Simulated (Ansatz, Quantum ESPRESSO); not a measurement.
# Ba3Si (Pm-3m): zone-centre phonons, part 3 of 3

Wanted: the vibrations of Ba3Si (Pm-3m) at Γ, by two programs.

Quantum ESPRESSO 7.5; DFT PBE, scalar-relativistic, plane waves, PseudoDojo norm-conserving pseudopotentials.

So far. Step 5 (Linear response at Γ): The acoustic modes at Γ come out as far as 0.4 cm⁻¹ from zero, where they should vanish, a small numerical error. The lowest optical mode is imaginary, 19i cm⁻¹, an instability at this level and on this k mesh. Step 6 (Modes with the sum rule): The rule moves no optical mode by more than 0.1 cm⁻¹.

The structure was built from a prototype and need not be the compound's stable phase.

### Step 8. A second program

The same cell goes through another code at the same cutoff. The files are of one family, but Ansatz's library holds files of its own making for some heavy elements, so those for Ba may differ. Its k mesh is centred on Γ.

This step: DFT PBE, scalar-relativistic, plane waves, norm-conserving pseudopotentials of its library (PseudoDojo's, some remade) (Ansatz 0.2.0).

Input file input.yaml:

```yaml
crystal:
  lattice:
    - [5.3831235559, 0.0, 0.0]
    - [0.0, 5.3831235559, 0.0]
    - [0.0, 0.0, 5.3831235559]
  atoms:
    - { symbol: Si, position: [0.0, 0.0, 0.0] }
    - { symbol: Ba, position: [0.0, 0.5, 0.5] }
    - { symbol: Ba, position: [0.5, 0.0, 0.5] }
    - { symbol: Ba, position: [0.5, 0.5, 0.0] }
kpoints:
  mp_grid: { grid: [6, 6, 6] }
hamiltonian:
  xc: pbe
  pseudopotentials: { kind: nc, accuracy: standard }
scf:
  occupations: { method: cold, width: 0.27211 }
output:
  eigenvalues: true
basis:
  ecutwfc: 775.525
phonons:
  method: dfpt
```

The run is started by

```console
$ ansatz run input.yaml --threads 4 --pin off --max-ram 8192MiB --backend cpu --events-out ev --progress --plain --runs-dir out
```

Numbers of over 12 decimals in the logs are rounded to 6 here.

The log of the run:

```text
zone centre: on kpoints.mp_grid the ground state, and the responses unless they are solved on pairs of k-points, stand on 64 of the mesh's 216 k-points, reduced under 8 symmetry operations, with k and −k counted as one. Each operation leaves every solved displacement unchanged or reverses it
Engine: ansatz 0.2.0, x86_64-unknown-linux-gnu
Pseudopotentials: kind: nc
Pseudopotential: Si, nc, valence charge 4, recommended cutoff 489.804952 eV (normal), Si.nc.azcp (PseudoDojo's, or run here from an input of PseudoDojo's; its table is named by hamiltonian.pseudopotentials.accuracy)
Pseudopotential: Ba, nc, valence charge 10, recommended cutoff 770 eV (normal), Ba.nc.azcp (PseudoDojo's, or run here from an input of PseudoDojo's; its table is named by hamiltonian.pseudopotentials.accuracy)
Functional definition: PBE
  parameter kappa = 0.804
  parameter beta = 0.066725
  exchange = pbe_x(kappa = kappa, mu = beta*pi^2/3)
  correlation = pbe_c(beta = beta)
Crystal: 4 atoms, lattice volume = 155.992 Å³
Basis set: ecut = 775.525 eV, 7689 PW (Γ), exchange–correlation on 100×100×100 points (8 copies of the dense FFT grid, shifted against one another)
Bands: 21, of which v1, the nominal top of the filled ones, is band 17 counted from 1 (16 counted from 0)
Symmetry: 48 space group operations
k-points: 64 of 216 (irreducible under 8 space group operations)
Non-local potential: Si, projectors of the file, l = 0: 2, l = 1: 2, l = 2: 2
Non-local potential: Ba, projectors of the file, l = 0: 2, l = 1: 2, l = 2: 2, l = 3: 2
Initial density: superposition of atomic densities (chi_scale 0.1, normalization cell, long waves kept (reshape's long-wave potential 0.00 eV rms))
Initial wavefunctions: pseudopotential atomic-orbital guess
Functional: x = pbe(κ = 0.804, μ = 0.219515), c = pbe(β = 0.066725)
SCF iter   1: F=—  HF=-2401.005792 eV  |F-HF|=—  |Δ(HF+E_count)|=         —  Δρ=1.53e-2  dr2=8.43e-1  ethr=3.10e-3  ⟨swp⟩=11.1  Hψ=20468  notcnv=0
automatic band count: the SCF goes on with 25 bands, as 21 were too few: they end inside the smearing window of the response
preconditioner: auto → Kerker (q_TF=auto, 2.117 Å⁻¹)  [metal: Δε(μ)=0.092 eV  Ē_g=11.199 eV  σ=0.272 eV  W_gap=0.20  n_scr=26 (ndim 8)  ℏωp=15.7 eV  f_vac=0.000  D(μ)=2.63/eV (n_scr^D=18)]
SCF iter   2: F=—  HF=-2400.920242 eV  |F-HF|=—  |Δ(HF+E_count)|=   8.55e-2  S|Δr|=    0.00e0  Δρ=9.35e-3  dr2=2.83e-1  ethr=2.48e-3  ⟨swp⟩=1.1  Hψ=2124  notcnv=0
SCF iter   3: F=—  HF=-2400.884865 eV  |F-HF|=—  |Δ(HF+E_count)|=   3.54e-2  S|Δr|=    0.00e0  Δρ=2.47e-3  dr2=2.28e-2  ethr=8.32e-4  ⟨swp⟩=2.0  Hψ=1763  notcnv=0  defer=1
SCF iter   4: F=—  HF=-2400.882860 eV  |F-HF|=—  |Δ(HF+E_count)|=   2.01e-3  S|Δr|=    0.00e0  Δρ=5.05e-4  dr2=4.70e-4  ethr=6.71e-5  ⟨swp⟩=3.0  Hψ=2850  notcnv=0  defer=29
SCF iter   5: F=—  HF=-2400.882851 eV  |F-HF|=—  |Δ(HF+E_count)|=   8.36e-6  S|Δr|=    0.00e0  Δρ=1.31e-4  dr2=6.92e-5  ethr=1.38e-6  ⟨swp⟩=2.9  Hψ=2874  notcnv=0  defer=35
SCF iter   6: F=—  HF=-2400.882848 eV  |F-HF|=—  |Δ(HF+E_count)|=   2.81e-6  S|Δr|=    0.00e0  Δρ=4.55e-5  dr2=1.07e-5  ethr=2.04e-7  ⟨swp⟩=2.0  Hψ=1777  notcnv=0  defer=35
SCF iter   7: F=—  HF=-2400.882843 eV  |F-HF|=—  |Δ(HF+E_count)|=   5.58e-6  S|Δr|=    0.00e0  Δρ=1.39e-5  dr2=2.83e-7  ethr=3.16e-8  ⟨swp⟩=3.2  Hψ=2654  notcnv=0  defer=35
SCF iter   8: F=—  HF=-2400.882630 eV  |F-HF|=—  |Δ(HF+E_count)|=   2.13e-4  S|Δr|=    0.00e0  Δρ=5.40e-6  dr2=2.94e-8  ethr=8.32e-10  ⟨swp⟩=2.5  Hψ=2747  notcnv=0  defer=50
SCF iter   9: F=—  HF=-2400.882630 eV  |F-HF|=—  |Δ(HF+E_count)|=   8.23e-9  S|Δr|=    0.00e0  Δρ=4.95e-7  dr2=1.14e-9  ethr=8.65e-11  ⟨swp⟩=2.8  Hψ=2725  notcnv=0  defer=50
SCF iter  10: F=—  HF=-2400.882630 eV  |F-HF|=—  |Δ(HF+E_count)|=  1.07e-10  S|Δr|=    0.00e0  Δρ=1.07e-7  dr2=5.32e-11  ethr=3.34e-12  ⟨swp⟩=3.3  Hψ=2780  notcnv=0  defer=50
SCF iter  11: F=-2400.882630 eV  HF=-2400.882630 eV  |F-HF|=9.09e-13  |Δ(HF+E_count)|=  5.37e-11  S|Δr|=    0.00e0  Δρ=3.45e-8  dr2=2.21e-12  ethr=1.00e-12  ⟨swp⟩=20.8  Hψ=12554  notcnv=0
SCF 1 converged in 11 iterations: F = -2400.882630 eV  dr2 = 2.21e-12
DFPT response loops at Γ: preconditioner auto → Kerker (q_TF=auto, 2.117 Å⁻¹) (partly filled bands, converged f_vac=0.000); β = 1.00, the filter's whole step (`scf.mixing.beta` (0.50) is not read by the response loops under this deck's `scf.mixing.preconditioner`; to damp them name `kerker` or `kerker_dos`, under which they read `scf.mixing.beta`, and type it under 1.00, their step now; both keys bind the ground state too); Broyden in place of MSR1
SCF converged after 11 iterations
Stability not checked: this state was not tested for a lower state beside it, because cold or Methfessel-Paxton smearing, or corrected tetrahedra, fill the levels in a way that the test cannot read (fill_not_monotonic; see scf.lower_state_search)
Free energy (F): -2400.882630 eV
Harris-Foulkes:  -2400.882630 eV  (|F-HF|=9.09e-13)
Internal energy: -2400.890752 eV  (E = F + TS)
E sigma→0 (E₀):  -2400.885337 eV
Entropy (-TS):   0.008123 eV (2.031 meV/atom)
Fermi energy:    8.335331 eV
--- Per-component energies (eV) ---
  E_band       = -155.089161
  E_kinetic    = 575.243495
  E_local      = -1156.303273  (includes V_loc(G=0)·N_el)
  E_nonlocal   = 330.059684
  E_hartree    = 282.064710
  E_xc         = -578.335685
  E_vxc        = -468.218492  (∫ρ·V_xc dr)
  E_ewald      = -1853.619683
  E_smearing   = 0.008123  (= −TS)
  E_closure    = 0.000000  (closes the sum)
  Σ components = -2400.882630   (vs F -2400.882630, Δ=0.00e0)
--- Band table (eV; the first three rows and the last of 64) ---
  k-point 0: bands = [... 13 lower, 6.2178, 8.0595, 8.0595, 8.2093, 8.2093, 8.2093, 8.5459, 8.5459, ... 4 higher]
  k-point 1: bands = [... 13 lower, 6.4470, 7.4156, 7.9667, 7.9667, 8.2923, 8.3135, 8.7987, 8.9212, ... 4 higher]
  k-point 2: bands = [... 13 lower, 6.4981, 7.1681, 7.7071, 7.7071, 8.4978, 8.9819, 9.4591, 9.6574, ... 4 higher]
  k-point 63: bands = [... 13 lower, 7.8017, 7.8017, 7.8017, 8.0772, 8.0772, 8.0772, 10.4292, 10.4292, ... 4 higher]
--- Phonons (Γ-DFPT): 3 representative perturbations + reference, on 64 of 216 k-points (Σ response iterations 9) ---
  k mesh reduced under 8 symmetry operations, with k and −k counted as one. Each operation leaves every solved displacement unchanged or reverses it
  ASR residual: 3.052e-5 → 0.000e0 eV/Å²; symmetrization residual: 1.134e-6 eV/Å²
  ASR residual per site (eV/Å²): 6.73e-6 3.05e-5 3.05e-5 3.05e-5
  Γ frequencies (cm⁻¹): -17.92 -17.92 -17.92 -15.62 -15.62 -15.62 0.00 0.00 0.00 94.02 94.02 94.02
  non-analytic LO–TO correction: not included (Born effective charges unavailable; polar crystals: no LO–TO splitting at Γ)
```

Run time: 33 s. Hardware: 4 threads of Intel Xeon 6975P-C (Granite Rapids), shared host; peak memory 2.5 GiB; 2.1 min of CPU time.

Read from the output:

```
sum-rule residual before enforcement             : 3.05e-5 eV/Å²
highest optical zone-centre mode (no LO-TO term) : 94.02 cm⁻¹
lowest optical zone-centre mode                  : -17.92 cm⁻¹
```

### Step 9. The two compared: QE PseudoDojo and Ansatz, library NC

Worked out from the results:

- root-mean-square difference: 0.84 cm⁻¹
- largest difference: 1.45 cm⁻¹

Frequencies side by side, by row:

```csv
q (reciprocal lattice),mode,QE PseudoDojo (cm⁻¹),"Ansatz, library NC (cm⁻¹)"
0 0 0,1,-19.37,-17.92
0 0 0,2,-19.37,-17.92
0 0 0,3,-19.37,-17.92
0 0 0,4,-15.61,-15.62
0 0 0,5,-15.61,-15.62
0 0 0,6,-15.61,-15.62
0 0 0,7,0,0
0 0 0,8,0,0
0 0 0,9,0,0
0 0 0,10,94.01,94.02
0 0 0,11,94.01,94.02
0 0 0,12,94.01,94.02
```

At the zone centre the largest difference (acoustic modes at Γ apart) is 2 % of the highest mode, but 7 % of the mode at 19i cm⁻¹ on which it sits.

### Step 10. Summary of results

| Property | Result |
| --- | --- |
| space group after relaxation | Pm-3m |
| volume per atom | 39.0 Å³ |
| highest optical zone-centre mode (no LO-TO term) | 94.0 cm⁻¹ |
| lowest optical zone-centre mode | -19.4 cm⁻¹ |
| imaginary optical modes at the zone centre (no q mesh in this session) | yes |
| largest difference from Ansatz, library NC | 1.45 cm⁻¹ |

At the PBE level the optical modes of Ba3Si (Pm-3m) at the zone centre run from 19i to 94 cm⁻¹, so the structure is a saddle point, with 6 modes beyond 10i cm⁻¹ there. Of the 9 optical modes, 6 are infrared active alone and 3 are silent. QE PseudoDojo and Ansatz, library NC differ by 0.8 cm⁻¹ in the root mean square and by 1.4 cm⁻¹ at most, 1.5 % of the highest mode compared (acoustic modes at Γ left out). These are harmonic frequencies at zero temperature: anharmonic shifts and linewidths and thermal expansion are left out. Spin-orbit coupling is left out, which can matter for the heavy elements here. In a metal the frequencies hang on the k mesh and the smearing, most of all near Kohn anomalies. The structure is a hypothetical one, built on a prototype.

[Host names and launcher messages were left out of these logs when they were recorded.]

[Logs are printed without paths, hosts, clocks, repeated set-up lines and the standing remarks that a program may print on its own settings, such as how far it seeks lower states.]

[Hosts, paths, dates, database ids (printed as entryN), source tags and the programs' standing remarks are cut or masked in the printed files.]
